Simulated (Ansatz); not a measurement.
# NbTe2 (P-3m1): Hubbard U and Hund's J by constrained RPA

Wanted: the parameters of a Hubbard-Kanamori model for NbTe2 (P-3m1).

Method: non-magnetic LDA, then constrained RPA, plane waves, PAW, in Ansatz 0.2.0.

### 1. The starting structure

The structure is trigonal, space group P-3m1 (No. 164). The conventional cell has a = 3.720 Å, b = 3.720 Å, c = 7.148 Å, α = 90.00°, β = 90.00°, γ = 120.00°. Nearest to Nb lie 6 Te at 2.81 Å. Te has 3 Nb at 2.81 Å nearest. Farther neighbours and most contacts between anions are not listed.

The cell and positions are those that the Materials Project relaxed with its own functionals (PBE, PBE+U or r2SCAN), kept fixed. At the settings of the band run the largest force is still 0.34 eV/Å. The program's search for lower electronic states was switched off, so nothing shows that the state found is the lowest. Spin-orbit coupling is left out unless a step names it. The default PAW set here is soft_2. Its files were made with PBE.

### 2. LDA bands and orbital weights

This step: DFT, LDA, plane waves, PAW.

File input.yaml:

```yaml
crystal:
  lattice:
    - [-2.63076537, 1.0e-08, -2.63076539]
    - [2.63076537, -2.63076539, 1.0e-08]
    - [-4.12705361, -4.12705355, 4.12705355]
  atoms:
    - { symbol: Nb, position: [0.0, 0.0, 0.0] }
    - { symbol: Te, position: [0.66666667, 0.33333333, 0.74563223] }
    - { symbol: Te, position: [0.33333333, 0.66666667, 0.25436777] }
kpoints:
  mp_grid: { grid: [12, 12, 4] }
  band_path:
    path:
      - [[0.0, 0.0, 0.0], [0.5, 0.0, 0.0], [0.33333333, 0.33333333, 0.0], [0.0, 0.0, 0.0], [0.0, 0.0, 0.5], [0.5, 0.0, 0.5], [0.33333333, 0.33333333, 0.5], [0.0, 0.0, 0.5]]
      - [[0.5, 0.0, 0.5], [0.5, 0.0, 0.0]]
      - [[0.33333333, 0.33333333, 0.5], [0.33333333, 0.33333333, 0.0]]
    npoints: 10
hamiltonian:
  xc: lda
scf:
  occupations: { method: gaussian, width: 0.08 }
  n_extra_bands: 19
  max_iter: 150
  lower_state_search: "off"
output:
  eigenvalues: true
  forces: true
  stress: true
  fatbands: true
  write_density: true
  write_potential: true
  elf: true
  volumetric_format: npy
```

On the command line:

```console
ansatz run input.yaml --threads 4 --pin off --max-ram 9216MiB --backend cpu --events-out ev --progress --plain --runs-dir out
```

Numbers of over 12 decimals in the logs are rounded to 6 here.

What it wrote:

```text
scf.n_extra_bands = 19 over 23 filled bands (N_el = 45.0): the run solves 42 bands
Engine: ansatz 0.2.0, aarch64-unknown-linux-gnu
Pseudopotentials: kind: paw
Pseudopotential: Nb, paw, valence charge 13, recommended cutoff 420 eV (normal), Nb.paw.azcp
Pseudopotential: Te, paw, valence charge 16, recommended cutoff 420 eV (normal), Te.paw.azcp
Functional definition: SPW92
  exchange = slater_x
  correlation = pw_c
Crystal: 3 atoms, lattice volume = 85.689 Å³
Basis set: ecut = 420 eV, 1703 PW (Γ)
Bands: 42, of which v1, the nominal top of the filled ones, is band 23 counted from 1 (22 counted from 0)
Symmetry: 12 space group operations
Space group: P-3m1 (ITA 164), of the structure as read, at distance tolerance 4.4e-5 Å
k-points: 69 of 576
Non-local potential: Nb, projectors of the file, l = 0: 3, l = 1: 2, l = 2: 2, l = 3: 1
Non-local potential: Te, projectors of the file, l = 0: 2, l = 1: 2, l = 2: 2, l = 3: 2
PAW form: soft (Blöchl's): semilocal exchange-correlation on the pseudo side does not see the compensation charge
PAW frozen core: Nb, regenerated for the run's functional, and the local potential with it (the file was generated under x = pbe(κ = 0.804, μ = 0.219515), c = pbe(β = 0.066725))
PAW frozen core: Te, regenerated for the run's functional, and the local potential with it (the file was generated under x = pbe(κ = 0.804, μ = 0.219515), c = pbe(β = 0.066725))
PAW one-centre angular grid: Nb, 590 points (default); XC on 64 Gauss nodes
PAW one-centre angular grid: Te, 590 points (default); XC on 64 Gauss nodes
Initial density: superposition of atomic densities (neutral atoms: chi_scale 0, normalization atom), corrected by the library's trained network
Initial wavefunctions: pseudopotential atomic-orbital guess
Functional: x = slater, c = lda
SCF iter   1: F=—  HF=-18098.181196 eV  |F-HF|=—  |Δ(HF+E_count)|=         —  Δρ=5.19e-3  dr2=1.10e-2  ethr=1.77e-3  ⟨swp⟩=6.0  Hψ=13614  notcnv=0  defer=537
preconditioner: auto → LDOS  [metal: Δε(μ)=0.007 eV  Ē_g=13.440 eV  σ=0.080 eV  W_gap=0.05  n_scr=22 (ndim 8)  ℏωp=16.5 eV  f_vac=0.034  D(μ)=2.40/eV (n_scr^D=22)  β→1.0]
SCF iter   2: F=—  HF=-18098.176974 eV  |F-HF|=—  |Δ(HF+E_count)|=   4.22e-3  Δρ=1.39e-3  dr2=2.42e-3  ethr=2.44e-5  ⟨swp⟩=3.0  Hψ=5059  notcnv=0  defer=607
SCF iter   3: F=—  HF=-18098.176505 eV  |F-HF|=—  |Δ(HF+E_count)|=   4.68e-4  Δρ=4.76e-4  dr2=1.87e-4  ethr=5.37e-6  ⟨swp⟩=2.0  Hψ=3121  notcnv=0  defer=607
SCF iter   4: F=—  HF=-18098.176453 eV  |F-HF|=—  |Δ(HF+E_count)|=   5.22e-5  Δρ=1.87e-4  dr2=4.24e-5  ethr=4.15e-7  ⟨swp⟩=2.0  Hψ=3398  notcnv=0  defer=607
SCF iter   5: F=—  HF=-18098.176438 eV  |F-HF|=—  |Δ(HF+E_count)|=   1.45e-5  Δρ=5.14e-5  dr2=2.41e-6  ethr=9.42e-8  ⟨swp⟩=2.0  Hψ=3112  notcnv=0  defer=607
SCF iter   6: F=-18098.176438 eV  HF=-18098.176438 eV  |F-HF|=4.65e-8  |Δ(HF+E_count)|=   5.21e-7  Δρ=9.44e-6  dr2=7.79e-8  ethr=2.22e-10  ⟨swp⟩=16.3  Hψ=24404  notcnv=0
SCF 1 converged in 6 iterations: F = -18098.176438 eV  dr2 = 7.79e-8
  greatest PAW one-centre occupation: 0.999 electrons in one spin orbital (limit 2), on the Te atom at site 2 (counted from 0), in its partial waves of l = 2
NSCF: frozen V_eff on 93 k-points
SCF converged after 6 iterations
Free energy (F): -18098.176438 eV
Harris-Foulkes:  -18098.176438 eV  (|F-HF|=4.65e-8)
Internal energy: -18098.168662 eV  (E = F + TS)
E sigma→0 (E₀):  -18098.172550 eV
Entropy (-TS):   -0.007776 eV (-2.592 meV/atom)
Fermi energy:    10.346735 eV
--- Per-component energies (eV) ---
  E_band       = -643.415904
  E_kinetic    = 755.761541
  E_local      = -3727.062843  (includes V_loc(G=0)·N_el)
  E_nonlocal   = -484.592701
  E_hartree    = 2055.130286
  E_xc         = -421.047277
  E_vxc        = -420.981993  (∫ρ·V_xc dr)
  E_paw        = -11985.799818  (= ΣΔE_a)
  E_vpaw       = -876.801001  (= ΣTr[D̂ρ^β])
  E_aug_tail   = -0.000357  (compensation charges beyond the density's cutoff)
  E_ewald      = -4292.340510
  E_core_change = 1.783017  (= ΣΔE_core)
  E_smearing   = -0.007776  (= −TS)
  E_closure    = 0.000000  (closes the sum)
  Σ components = -18098.176438   (vs F -18098.176438, Δ=0.00e0)
--- Forces (eV/Å), atoms counted from 1 ---
  atom   1  Nb     0.00000000     0.00000000     0.00000000
  atom   2  Te    -0.19782017    -0.19782016     0.19782016
  atom   3  Te     0.19782017     0.19782016    -0.19782016
  max |Σ_I F_I| component: 5.55e-17 eV/Å
--- Stress (GPa, compression-positive) ---
       -5.024979       0.294226      -0.294226
        0.294226      -5.024979      -0.294226
       -0.294226      -0.294226      -5.024979
  P = ⅓ Tr σ = -5.0250 GPa (-50.250 kbar)
--- Band table (eV; the first three rows and the last of 69) ---
  k-point 0: bands = [... 19 lower, 9.7122, 9.9058, 10.3616, 10.3616, 11.3067, 11.3067, 13.8401, 13.8401, ... 15 higher]
  k-point 1: bands = [... 19 lower, 8.4602, 10.3590, 10.3590, 10.5865, 11.2327, 11.2327, 13.9704, 13.9704, ... 15 higher]
  k-point 2: bands = [... 19 lower, 8.2086, 10.3564, 10.3564, 10.7873, 11.1632, 11.1632, 14.1004, 14.1004, ... 15 higher]
  k-point 68: bands = [... 19 lower, 7.2295, 7.8639, 7.8639, 11.1220, 11.1220, 11.4228, 13.8177, 13.8177, ... 15 higher]
```

It took 7.4 s on 4 threads of Arm Neoverse V1, shared host; peak memory 0.53 GiB; 29 s of CPU time.

This step gave:

| Property | Result |
| --- | --- |
| pressure | -5.025 GPa |

Electronic bands along the path, in eV, zero at the Fermi level:

```
    point  band 19  band 20  band 21  band 22  band 23  band 24  band 25  band 26
        Γ    -2.16    -0.63    -0.44     0.01     0.01     0.96     0.96     3.49
  halfway    -2.90    -2.08    -1.05    -0.85    -0.53     0.91     1.34     3.11
        M    -3.13    -2.50    -2.38    -0.86    -0.74     1.35     1.79     2.83
  halfway    -2.96    -2.82    -2.61    -2.24     0.39     1.40     1.61     2.59
        K    -4.08    -2.65    -2.64    -2.64     1.07     1.32     1.32     2.55
  halfway    -3.22    -2.13    -2.08    -1.04    -0.08     1.10     1.34     2.43
        Γ    -2.16    -0.63    -0.44     0.01     0.01     0.96     0.96     3.49
  halfway    -2.15    -1.89     0.01     0.01     0.24     0.89     0.89     3.62
        A    -2.14    -2.14     0.01     0.01     0.44     0.82     0.82     3.75
  halfway    -2.84    -2.11    -1.78    -0.81    -0.32     1.44     1.46     2.39
        L    -3.21    -2.49    -1.45    -1.10    -0.59     1.35     1.84     3.19
  halfway    -3.11    -2.84    -2.32    -1.81    -0.05     1.28     1.59     2.62
        H    -4.07    -3.12    -2.48    -2.48     0.78     0.78     1.08     3.47
  halfway    -3.03    -2.19    -1.99    -1.47     0.28     0.71     1.83     2.32
        A    -2.14    -2.14     0.01     0.01     0.44     0.82     0.82     3.75
jump to L    -3.21    -2.49    -1.45    -1.10    -0.59     1.35     1.84     3.19
  halfway    -3.16    -2.44    -2.04    -0.83    -0.73     1.35     1.82     3.10
        M    -3.13    -2.50    -2.38    -0.86    -0.74     1.35     1.79     2.83
jump to H    -4.07    -3.12    -2.48    -2.48     0.78     0.78     1.08     3.47
  halfway    -4.10    -2.87    -2.56    -2.56     1.01     1.01     1.07     3.02
        K    -4.08    -2.65    -2.64    -2.64     1.07     1.32     1.32     2.55
```

Of the projections kept (Nb 4d, Te 5p), the largest for each band there; the rest of the weight can lie on other orbitals:

```
point     band 19     band 20     band 21     band 22     band 23     band 24     band 25     band 26
    Γ  Nb 4d 0.66  Te 5p 0.98  Nb 4d 0.76  Nb 4d 0.98  Nb 4d 0.98  Te 5p 0.99  Te 5p 0.99  Te 5p 0.65
    M  Nb 4d 0.47  Te 5p 0.96  Nb 4d 0.55  Te 5p 0.97  Nb 4d 0.74  Nb 4d 1.00  Nb 4d 0.79  Nb 4d 0.32
    K  Te 5p 0.69  Te 5p 0.97  Te 5p 0.65  Te 5p 0.65  Nb 4d 0.84  Nb 4d 0.67  Nb 4d 0.67  Nb 4d 0.55
    Γ  Nb 4d 0.66  Te 5p 0.98  Nb 4d 0.76  Nb 4d 0.98  Nb 4d 0.98  Te 5p 0.99  Te 5p 0.99  Te 5p 0.65
    A  Nb 4d 0.67  Nb 4d 0.67  Nb 4d 0.97  Nb 4d 0.97  Nb 4d 0.67  Te 5p 0.99  Te 5p 0.99  Te 5p 0.66
    L  Te 5p 0.55  Nb 4d 0.52  Te 5p 0.95  Nb 4d 0.81  Te 5p 0.97  Nb 4d 1.00  Nb 4d 0.84  Te 5p 0.51
```

ELF in the ac plane at fractional y = 0.000, with atoms of Nb within 0.2 Å of it. It is the smooth field of the valence electrons, not physical close to the nuclei.

Ten even steps from '0' (0.01) to '9' (0.75), each cell a mean:
```
58962234322797
99842356532599
65434677753345
22246777876322
22467777787532
22467776777642
12367777777532
11257888887421
00136788875310
00024677653100
00001222211000
00000001000000
00001112110000
00012455542100
00135788875210
01247888886311
12367777777531
22467776777532
22467777777532
12357877787421
44334677764334
98633466642478
79952244322798
26962234313895
```
Columns run along a (3.7 Å), rows up along c (7.1 Å). Atoms in or near the plane, at fractional coordinates: Nb at (0.00, 0.00).

Valence density in the ac plane at fractional y = 0.000, with atoms of Nb within 0.2 Å of it. It is the smooth field of the valence electrons, not physical close to the nuclei.

Values in e/Å³, 24 rows by 14 columns, each cell a mean:
```
5.0 4.8 3.2 1.1 0.4 0.2 0.2 0.1 0.2 0.2 0.4 1.6 3.7 4.9
3.9 3.3 1.9 0.7 0.3 0.2 0.2 0.2 0.2 0.2 0.3 1.0 2.2 3.5
1.2 1.0 0.6 0.3 0.3 0.2 0.2 0.2 0.2 0.2 0.3 0.4 0.7 1.1
0.4 0.3 0.3 0.3 0.3 0.3 0.3 0.3 0.3 0.3 0.3 0.3 0.3 0.4
0.2 0.2 0.2 0.2 0.3 0.3 0.4 0.4 0.4 0.3 0.3 0.2 0.2 0.2
0.1 0.1 0.2 0.2 0.3 0.4 0.4 0.4 0.4 0.3 0.3 0.2 0.1 0.1
0.1 0.1 0.1 0.2 0.2 0.3 0.4 0.4 0.4 0.3 0.2 0.1 0.1 0.1
0.1 0.1 0.1 0.1 0.2 0.2 0.3 0.3 0.3 0.2 0.2 0.1 0.1 0.1
0.0 0.0 0.1 0.1 0.1 0.2 0.2 0.2 0.2 0.1 0.1 0.1 0.0 0.0
0.0 0.0 0.0 0.1 0.1 0.1 0.1 0.1 0.1 0.1 0.1 0.0 0.0 0.0
0.0 0.0 0.0 0.0 0.0 0.1 0.1 0.1 0.1 0.0 0.0 0.0 0.0 0.0
0.0 0.0 0.0 0.0 0.0 0.0 0.0 0.0 0.0 0.0 0.0 0.0 0.0 0.0
0.0 0.0 0.0 0.0 0.0 0.0 0.1 0.1 0.1 0.0 0.0 0.0 0.0 0.0
0.0 0.0 0.0 0.0 0.1 0.1 0.1 0.1 0.1 0.1 0.1 0.0 0.0 0.0
0.0 0.0 0.0 0.1 0.1 0.1 0.2 0.2 0.2 0.1 0.1 0.1 0.0 0.0
0.0 0.1 0.1 0.1 0.2 0.2 0.3 0.3 0.2 0.2 0.1 0.1 0.1 0.1
0.1 0.1 0.1 0.2 0.2 0.3 0.4 0.4 0.4 0.3 0.2 0.1 0.1 0.1
0.1 0.1 0.1 0.2 0.3 0.3 0.4 0.4 0.4 0.3 0.2 0.2 0.1 0.1
0.1 0.2 0.2 0.2 0.3 0.3 0.4 0.4 0.4 0.3 0.3 0.2 0.2 0.2
0.2 0.2 0.2 0.2 0.3 0.3 0.3 0.3 0.3 0.3 0.3 0.2 0.2 0.2
0.9 0.7 0.5 0.3 0.3 0.3 0.3 0.3 0.3 0.3 0.3 0.4 0.6 0.8
2.7 2.2 1.3 0.5 0.3 0.2 0.2 0.2 0.2 0.2 0.3 0.7 1.5 2.4
5.0 4.6 2.9 1.0 0.4 0.2 0.2 0.2 0.2 0.2 0.4 1.5 3.4 4.7
4.6 5.0 3.7 1.3 0.4 0.2 0.1 0.1 0.1 0.2 0.5 1.9 4.2 5.0
```
Columns run along a (3.7 Å), rows up along c (7.1 Å). Atoms in or near the plane, at fractional coordinates: Nb at (0.00, 0.00).

[end of part 1 of 2]

[Paths, hosts, dates, memory and timing lines, banners, echoed tables and standing remarks are left out of the program output.]

[Logs are printed without paths, hosts, clocks, repeated set-up lines and the standing remarks that a program may print on its own settings, such as how far it seeks lower states.]

[Runs of the session that timed out or met a known fault of the program may be left out.]

[Hosts, paths, dates, database ids (printed as entryN), source tags and the programs' standing remarks are cut or masked in the printed files.]
